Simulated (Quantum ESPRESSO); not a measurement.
**Nickel: which magnetic order is lowest**

A self-consistent run ends on one state, which hangs on the start. Several orders of Nickel are started in Quantum ESPRESSO and their energies compared.

Main program and level: Quantum ESPRESSO 7.5; PBEsol; plane waves with GBRV 1.5 PBEsol potentials, no spin-orbit coupling.

**1. The starting structure**

Symmetry: Fm-3m, No. 225, cubic system. Conventional cell: a = 3.524 Å, b = 3.524 Å, c = 3.524 Å, α = 90.00°, β = 90.00°, γ = 90.00°. Ni has 12 Ni at 2.49 Å nearest.

As a file:

```cif
data_structure
_symmetry_space_group_name_H-M 'P 1'
_symmetry_Int_Tables_number 1
_cell_length_a 2.4918
_cell_length_b 2.4918
_cell_length_c 2.4918
_cell_angle_alpha 60.000
_cell_angle_beta 60.000
_cell_angle_gamma 60.000
_cell_volume 10.94
loop_
_atom_site_label
_atom_site_type_symbol
_atom_site_fract_x
_atom_site_fract_y
_atom_site_fract_z
_atom_site_occupancy
Ni1 Ni 0.00000 0.00000 0.00000 1
```

The cell comes from the Crystallography Open Database.

**2. Run 1 (ferro +)**

The signs are those of the starting moments on the seeded atoms, the atoms that are given a moment.

pw.in

```
&CONTROL
  calculation = 'scf'
  prefix = 'pwscf'
  outdir = './tmp'
  pseudo_dir = './pseudo'
  disk_io = 'nowf'
/
&SYSTEM
  ibrav = 0
  celldm(1) = 8
  nat = 1
  ntyp = 1
  ecutwfc = 40
  ecutrho = 280
  nbnd = 15
  occupations = 'smearing'
  smearing = 'fd'
  degauss = 0.00734986
  nspin = 2
  starting_magnetization(1) = 0.0556
/
&ELECTRONS
  conv_thr = 2d-09
  electron_maxstep = 150
  mixing_beta = 0.3
/
ATOMIC_SPECIES
Ni     58.6934 ni_pbesol_v1.4.uspp.F.UPF
CELL_PARAMETERS alat
   0.0000000000000    0.4161968249241    0.4161968249241
   0.4161968249241    0.0000000000000    0.4161968249241
   0.4161968249241    0.4161968249241    0.0000000000000
ATOMIC_POSITIONS crystal
Ni      0.0000000000    0.0000000000    0.0000000000
K_POINTS automatic
16 16 16 0 0 0
```

Launch:

```
> OMP_NUM_THREADS=1 mpirun -n 4 pw.x -nk 4 -in pw.in > pw.out
```

Log:

```text
Program PWSCF v.7.5 starts

     Message from routine setup:
     using ibrav=0 with symmetry is DISCOURAGED, use correct ibrav instead

     K-points division:     npool     =       4
     Subspace diagonalization in iterative solution of the eigenvalue problem:

     G-vector sticks info
     --------------------
     sticks:   dense  smooth     PW     G-vecs:    dense   smooth      PW
     Sum         433     253     85                 5817     2565     537

     Using Slab Decomposition

     bravais-lattice index     =            0
     lattice parameter (alat)  =       8.0000  a.u.
     unit-cell volume          =      73.8238 (a.u.)^3
     number of atoms/cell      =            1
     number of atomic types    =            1
     number of electrons       =        18.00
     number of Kohn-Sham states=           15
     kinetic-energy cutoff     =      40.0000  Ry
     charge density cutoff     =     280.0000  Ry
     scf convergence threshold =      2.0E-09
     mixing beta               =       0.3000
     number of iterations used =            8  plain     mixing
     Exchange-correlation= SLA  PW   PSX  PSC
                           (   1   4  10   8   0   0   0)

     celldm(1)=   8.000000  celldm(2)=   0.000000  celldm(3)=   0.000000
     celldm(4)=   0.000000  celldm(5)=   0.000000  celldm(6)=   0.000000

     crystal axes: (cart. coord. in units of alat)
               a(1) = (   0.000000   0.416197   0.416197 )
               a(2) = (   0.416197   0.000000   0.416197 )
               a(3) = (   0.416197   0.416197   0.000000 )

     reciprocal axes: (cart. coord. in units 2 pi/alat)
               b(1) = ( -1.201355  1.201355  1.201355 )
               b(2) = (  1.201355 -1.201355  1.201355 )
               b(3) = (  1.201355  1.201355 -1.201355 )

     PseudoPot. # 1 for Ni read from file:
     ni_pbesol_v1.4.uspp.F.UPF
     Pseudo is Ultrasoft + core correction, Zval = 18.0
     Generated by new atomic code, or converted to UPF format
     Using radial grid of  865 points,  6 beta functions with:
                l(1) =   0
                l(2) =   0
                l(3) =   1
                l(4) =   1
                l(5) =   2
                l(6) =   2
     Q(r) pseudized with 10 coefficients,  rinner =    0.980   0.980   0.980
                                                       0.980   0.980

     atomic species   valence    mass     pseudopotential
     Ni               18.00    58.69340     Ni( 1.00)

     Starting magnetic structure
     atomic species   magnetization
     Ni              0.056

     48 Sym. Ops., with inversion, found

   Cartesian axes

     site n.     atom                  positions (alat units)
         1        Ni     tau(   1) = (   0.0000000   0.0000000   0.0000000  )

     number of k points=   145  Fermi-Dirac smearing, width (Ry)=  0.0073

     Number of k-points >= 100: set verbosity='high' to print them.

     Dense  grid:     5817 G-vectors     FFT dimensions: (  25,  25,  25)

     Smooth grid:     2565 G-vectors     FFT dimensions: (  20,  20,  20)

     Check: negative core charge=   -0.000020
     Generating pointlists ...
     new r_m :   0.2428 (alat units)  1.9424 (a.u.) for type    1

     Initial potential from superposition of free atoms

     starting charge      16.0000, renormalised to      18.0000
     Starting wfcs are   13 randomized atomic wfcs +    2 random wfcs

     Self-consistent Calculation

     iteration #  1     ecut=    40.00 Ry     beta= 0.30
     Davidson diagonalization with overlap
     ethr =  1.00E-02,  avg # of iterations =  4.6

     total energy              =    -336.63093092 Ry
     estimated scf accuracy    <      31.99074649 Ry

     total magnetization       =     0.18 Bohr mag/cell
     absolute magnetization    =     0.21 Bohr mag/cell

     iteration #  2     ecut=    40.00 Ry     beta= 0.30
     Davidson diagonalization with overlap
     ethr =  1.00E-02,  avg # of iterations =  3.0

     total energy              =    -342.83157046 Ry
     estimated scf accuracy    <       1.22674520 Ry

     total magnetization       =     0.42 Bohr mag/cell
     absolute magnetization    =     0.48 Bohr mag/cell

     iteration #  3     ecut=    40.00 Ry     beta= 0.30
     Davidson diagonalization with overlap
     ethr =  6.82E-03,  avg # of iterations =  2.0

     total energy              =    -343.07316408 Ry
     estimated scf accuracy    <       0.06101671 Ry

     total magnetization       =     0.68 Bohr mag/cell
     absolute magnetization    =     0.74 Bohr mag/cell

     [... further iterations left out ...]

     iteration #  8     ecut=    40.00 Ry     beta= 0.30
     Davidson diagonalization with overlap
     ethr =  4.59E-08,  avg # of iterations =  1.5

     total energy              =    -343.08622000 Ry
     estimated scf accuracy    <       0.00000038 Ry

     total magnetization       =     0.63 Bohr mag/cell
     absolute magnetization    =     0.72 Bohr mag/cell

     iteration #  9     ecut=    40.00 Ry     beta= 0.30
     Davidson diagonalization with overlap
     ethr =  2.12E-09,  avg # of iterations =  2.0

     total energy              =    -343.08622014 Ry
     estimated scf accuracy    <       0.00000052 Ry

     total magnetization       =     0.63 Bohr mag/cell
     absolute magnetization    =     0.72 Bohr mag/cell

     iteration # 10     ecut=    40.00 Ry     beta= 0.30
     Davidson diagonalization with overlap
     ethr =  2.12E-09,  avg # of iterations =  1.5

     total energy              =    -343.08622028 Ry
     estimated scf accuracy    <          7.1E-09 Ry

     total magnetization       =     0.63 Bohr mag/cell
     absolute magnetization    =     0.72 Bohr mag/cell

     iteration # 11     ecut=    40.00 Ry     beta= 0.30
     Davidson diagonalization with overlap
     ethr =  3.95E-11,  avg # of iterations =  1.5

     Magnetic moment per site  (integrated on atomic sphere of radius R)
     atom   1 (R=0.243)  charge= 16.6992  magn=  0.6708

     End of self-consistent calculation

     Number of k-points >= 100: set verbosity='high' to print the bands.

     the Fermi energy is    17.5781 ev

!    total energy              =    -343.08622031 Ry
     estimated scf accuracy    <          1.1E-09 Ry
     smearing contrib. (-TS)   =      -0.00405994 Ry
     internal energy E=F+TS    =    -343.08216037 Ry

     The total energy is F=E-TS. E is the sum of the following terms:
     one-electron contribution =    -192.33329904 Ry
     hartree contribution      =     107.50365769 Ry
     xc contribution           =     -35.17667739 Ry
     ewald contribution        =    -223.07584162 Ry

     total magnetization       =     0.63 Bohr mag/cell
     absolute magnetization    =     0.72 Bohr mag/cell

     convergence has been achieved in  11 iterations

=------------------------------------------------------------------------------=
   JOB DONE.
=------------------------------------------------------------------------------=
```

Run time: 4.2 s. Hardware: 4 MPI ranks of Arm Neoverse V2, shared host; peak memory 0.22 GiB; 17 s of CPU time.

Spin moment in the atom's sphere by atom:

| atom | spin moment in the atom's sphere (μB) |
| --- | --- |
| Ni1 | 0.671 |

This step gave:

* smearing term TS: 0.05524 eV
* magnetization: 0.632 μB
* absolute magnetization: 0.724 μB
* final state: ferromagnetic

**3. Run 2 (antiferro q=(0,1/2,1/2) +−)**

The cell is doubled to 2 atoms to hold this order. The wavevector q is in fractions of the reciprocal vectors of the crystal's primitive cell, as the cells of these inputs are built from it; moments change sign between cells as cos(2π q·R).

pw.in

```
&CONTROL
  calculation = 'scf'
  prefix = 'pwscf'
  outdir = './tmp'
  pseudo_dir = './pseudo'
  disk_io = 'nowf'
/
&SYSTEM
  ibrav = 0
  celldm(1) = 8
  nat = 2
  ntyp = 2
  ecutwfc = 40
  ecutrho = 280
  nbnd = 25
  occupations = 'smearing'
  smearing = 'fd'
  degauss = 0.00734986
  nspin = 2
  starting_magnetization(1) = 0.0556
  starting_magnetization(2) = -0.0556
/
&ELECTRONS
  conv_thr = 4d-09
  electron_maxstep = 150
  mixing_beta = 0.3
/
ATOMIC_SPECIES
Ni1    58.6934 ni_pbesol_v1.4.uspp.F.UPF
Ni2    58.6934 ni_pbesol_v1.4.uspp.F.UPF
CELL_PARAMETERS alat
   0.0000000000000    0.4161968249241    0.4161968249241
   0.8323936498481    0.0000000000000    0.8323936498481
   0.8323936498481    0.4161968249241    0.4161968249241
ATOMIC_POSITIONS crystal
Ni1     0.0000000000    0.0000000000    0.0000000000
Ni2     0.0000000000    0.5000000000    0.0000000000
K_POINTS automatic
16 8 16 0 0 0
```

Log:

```text
[banner, memory and clock lines left out]
Program PWSCF v.7.5 starts

     Message from routine setup:
     using ibrav=0 with symmetry is DISCOURAGED, use correct ibrav instead

     bravais-lattice index     =            0
     lattice parameter (alat)  =       8.0000  a.u.
     unit-cell volume          =     147.6475 (a.u.)^3
     number of atoms/cell      =            2
     number of atomic types    =            2
     number of electrons       =        36.00
     number of Kohn-Sham states=           25
     kinetic-energy cutoff     =      40.0000  Ry
     charge density cutoff     =     280.0000  Ry
     scf convergence threshold =      4.0E-09
     mixing beta               =       0.3000
     number of iterations used =            8  plain     mixing
     Exchange-correlation= SLA  PW   PSX  PSC
                           (   1   4  10   8   0   0   0)

     celldm(1)=   8.000000  celldm(2)=   0.000000  celldm(3)=   0.000000
     celldm(4)=   0.000000  celldm(5)=   0.000000  celldm(6)=   0.000000

     crystal axes: (cart. coord. in units of alat)
               a(1) = (   0.000000   0.416197   0.416197 )
               a(2) = (   0.832394   0.000000   0.832394 )
               a(3) = (   0.832394   0.416197   0.416197 )

     reciprocal axes: (cart. coord. in units 2 pi/alat)
               b(1) = ( -1.201355  1.201355  1.201355 )
               b(2) = ( -0.000000 -1.201355  1.201355 )
               b(3) = (  1.201355  1.201355 -1.201355 )

     PseudoPot. # 1 for Ni read from file:
     ni_pbesol_v1.4.uspp.F.UPF
     Pseudo is Ultrasoft + core correction, Zval = 18.0

     PseudoPot. # 2 for Ni read from file:
     ni_pbesol_v1.4.uspp.F.UPF
     Pseudo is Ultrasoft + core correction, Zval = 18.0

     atomic species   valence    mass     pseudopotential
     Ni1              18.00    58.69340     Ni( 1.00)
     Ni2              18.00    58.69340     Ni( 1.00)

     Starting magnetic structure
     atomic species   magnetization
     Ni1             0.056
     Ni2            -0.056

     16 Sym. Ops., with inversion, found

   Cartesian axes

     site n.     atom                  positions (alat units)
         1        Ni1    tau(   1) = (   0.0000000   0.0000000   0.0000000  )
         2        Ni2    tau(   2) = (   0.4161968   0.0000000   0.4161968  )

     number of k points=   205  Fermi-Dirac smearing, width (Ry)=  0.0073

     Number of k-points >= 100: set verbosity='high' to print them.

     Dense  grid:    11691 G-vectors     FFT dimensions: (  25,  54,  45)

     Smooth grid:     5063 G-vectors     FFT dimensions: (  20,  40,  36)

     Check: negative core charge=   -0.000020
     Generating pointlists ...
     new r_m :   0.2428 (alat units)  1.9424 (a.u.) for type    1
     new r_m :   0.2428 (alat units)  1.9424 (a.u.) for type    2

     Initial potential from superposition of free atoms

     starting charge      32.0000, renormalised to      36.0000
     Starting wfcs are   26 randomized atomic wfcs

     Self-consistent Calculation

     iteration #  1     ecut=    40.00 Ry     beta= 0.30
     Davidson diagonalization with overlap
     ethr =  1.00E-02,  avg # of iterations =  4.6

     total energy              =    -673.42861371 Ry
     estimated scf accuracy    <      63.56689302 Ry

     total magnetization       =    -0.00 Bohr mag/cell
     absolute magnetization    =     0.46 Bohr mag/cell

     iteration #  2     ecut=    40.00 Ry     beta= 0.30
     Davidson diagonalization with overlap
     ethr =  1.00E-02,  avg # of iterations =  3.1

     total energy              =    -685.65706134 Ry
     estimated scf accuracy    <       2.40410058 Ry

     total magnetization       =    -0.00 Bohr mag/cell
     absolute magnetization    =     0.72 Bohr mag/cell

     [... further iterations left out ...]

     iteration # 18     ecut=    40.00 Ry     beta= 0.30
     Davidson diagonalization with overlap
     ethr =  4.39E-11,  avg # of iterations =  2.0

     total energy              =    -686.16640616 Ry
     estimated scf accuracy    <       0.00000001 Ry

     total magnetization       =    -0.00 Bohr mag/cell
     absolute magnetization    =     0.00 Bohr mag/cell

     iteration # 19     ecut=    40.00 Ry     beta= 0.30
     Davidson diagonalization with overlap
     ethr =  3.42E-11,  avg # of iterations =  1.0

     Magnetic moment per site  (integrated on atomic sphere of radius R)
     atom   1 (R=0.243)  charge= 16.7031  magn= -0.0002
     atom   2 (R=0.243)  charge= 16.7030  magn=  0.0002

     End of self-consistent calculation

     Number of k-points >= 100: set verbosity='high' to print the bands.

     the Fermi energy is    17.3956 ev

!    total energy              =    -686.16640617 Ry
     estimated scf accuracy    <          3.5E-09 Ry
     smearing contrib. (-TS)   =      -0.01335340 Ry
     internal energy E=F+TS    =    -686.15305276 Ry

     The total energy is F=E-TS. E is the sum of the following terms:
     one-electron contribution =    -384.73009124 Ry
     hartree contribution      =     215.06525974 Ry
     xc contribution           =     -70.33653802 Ry
     ewald contribution        =    -446.15168325 Ry

     total magnetization       =    -0.00 Bohr mag/cell
     absolute magnetization    =     0.00 Bohr mag/cell

     convergence has been achieved in  19 iterations
```

Run time: 50 s. Hardware: 4 MPI ranks; peak memory 0.37 GiB.

Spin moment in the atom's sphere by atom:

| atom | spin moment in the atom's sphere (μB) |
| --- | --- |
| Ni1 | -0.0002 |
| Ni2 | 0.0002 |

This step gave:

| Item | Value |
| --- | --- |
| smearing term TS | 0.1817 eV |
| magnetization | 0 μB |
| absolute magnetization | 0 μB |
| final state | non-magnetic |

**4. Start 3: antiferro q=(0,0,1/2) +−**

The cell is doubled to 2 atoms to hold this order.

pw.in: that of step 3 with these lines changed.

```diff
@@ -32,8 +32,8 @@
    0.0000000000000    0.4161968249241    0.4161968249241
-   0.8323936498481    0.0000000000000    0.8323936498481
-   0.8323936498481    0.4161968249241    0.4161968249241
+   0.4161968249241    0.0000000000000    0.4161968249241
+   0.8323936498481    0.8323936498481    0.0000000000000
 ATOMIC_POSITIONS crystal
 Ni1     0.0000000000    0.0000000000    0.0000000000
-Ni2     0.0000000000    0.5000000000    0.0000000000
+Ni2     0.0000000000    0.0000000000    0.5000000000
 K_POINTS automatic
-16 8 16 0 0 0
+16 16 8 0 0 0
```

Log:

```text
     [... lines left out ...]
Program PWSCF v.7.5 starts
     [... lines left out ...]
     number of atoms/cell      =            2
     [... lines left out ...]
     number of electrons       =        36.00
     number of Kohn-Sham states=           25
     kinetic-energy cutoff     =      40.0000  Ry
     charge density cutoff     =     280.0000  Ry
     scf convergence threshold =      4.0E-09
     [... lines left out ...]
     12 Sym. Ops., with inversion, found
     [... lines left out ...]
     number of k points=   213  Fermi-Dirac smearing, width (Ry)=  0.0073
     [... lines left out ...]
     iteration # 26     ecut=    40.00 Ry     beta= 0.30
     [... lines left out ...]
     Magnetic moment per site  (integrated on atomic sphere of radius R)
     atom   1 (R=0.243)  charge= 16.7028  magn=  0.0012
     atom   2 (R=0.243)  charge= 16.7028  magn= -0.0014
     [... lines left out ...]
     the Fermi energy is    17.3957 ev
!    total energy              =    -686.16640615 Ry
     estimated scf accuracy    <          1.9E-09 Ry
     smearing contrib. (-TS)   =      -0.01335335 Ry
     [... lines left out ...]
     total magnetization       =    -0.00 Bohr mag/cell
     absolute magnetization    =     0.00 Bohr mag/cell
     convergence has been achieved in  26 iterations
```

Wall time 45 s (4 MPI ranks); peak memory 0.35 GiB; 3 min of CPU time.

Spin moment in the atom's sphere by atom:

| atom | spin moment in the atom's sphere (μB) |
| --- | --- |
| Ni1 | 0.0012 |
| Ni2 | -0.0014 |

This step gave:

- smearing term TS: 0.1817 eV
- magnetization: 0 μB
- absolute magnetization: 0 μB
- final state: non-magnetic

**5. The states side by side**

An order is kept where moments of 0.15 μB or more survive with the typed signs; meshes match where a doubled cell samples the same k points as the first cell.

Orders:

| start | final state | typed order kept | energy over the lowest (meV a seeded atom) | largest site moment (μB) | net moment (μB a cell of the first run) | mesh matched | CPU time (s) |
| --- | --- | --- | --- | --- | --- | --- | --- |
| ferro + | ferromagnetic | yes | 0 | 0.6708 | 0.6319 | yes | 16.6 |
| antiferro q=(0,1/2,1/2) +- | non-magnetic | no | 41.05 | 0 | 0 | yes | 200.6 |
| antiferro q=(0,0,1/2) +- | non-magnetic | no | 41.05 | 0.001406 | 0 | yes | 179.7 |

**6. Results**

```yaml
lowest_state_found: ferromagnetic (from ferro +)
largest_site_moment: 0.671 μB
state_without_moments: 41.1 meV a seeded atom higher
```

What this shows: 2 starts lost their moments. Only these 3 starts were compared; other wavevectors, canted and longer-period orders were not. Energies are free energies at an electronic temperature of 1160 K, which lowers moments and differences where the moments are itinerant.

[Logs and program files are shortened in this print: banners, set-up blocks, solver, clock and traceback lines can be left out without a mark of their own.]

[Logs are printed without paths, hosts, clocks, repeated set-up lines and the standing remarks that a program may print on its own settings, such as how far it seeks lower states.]

[Hosts, paths, dates, database ids (printed as entryN), source tags and the programs' standing remarks are cut or masked in the printed files.]

[Where a cell is said to come from a database of computed structures, the database is the Materials Project.]
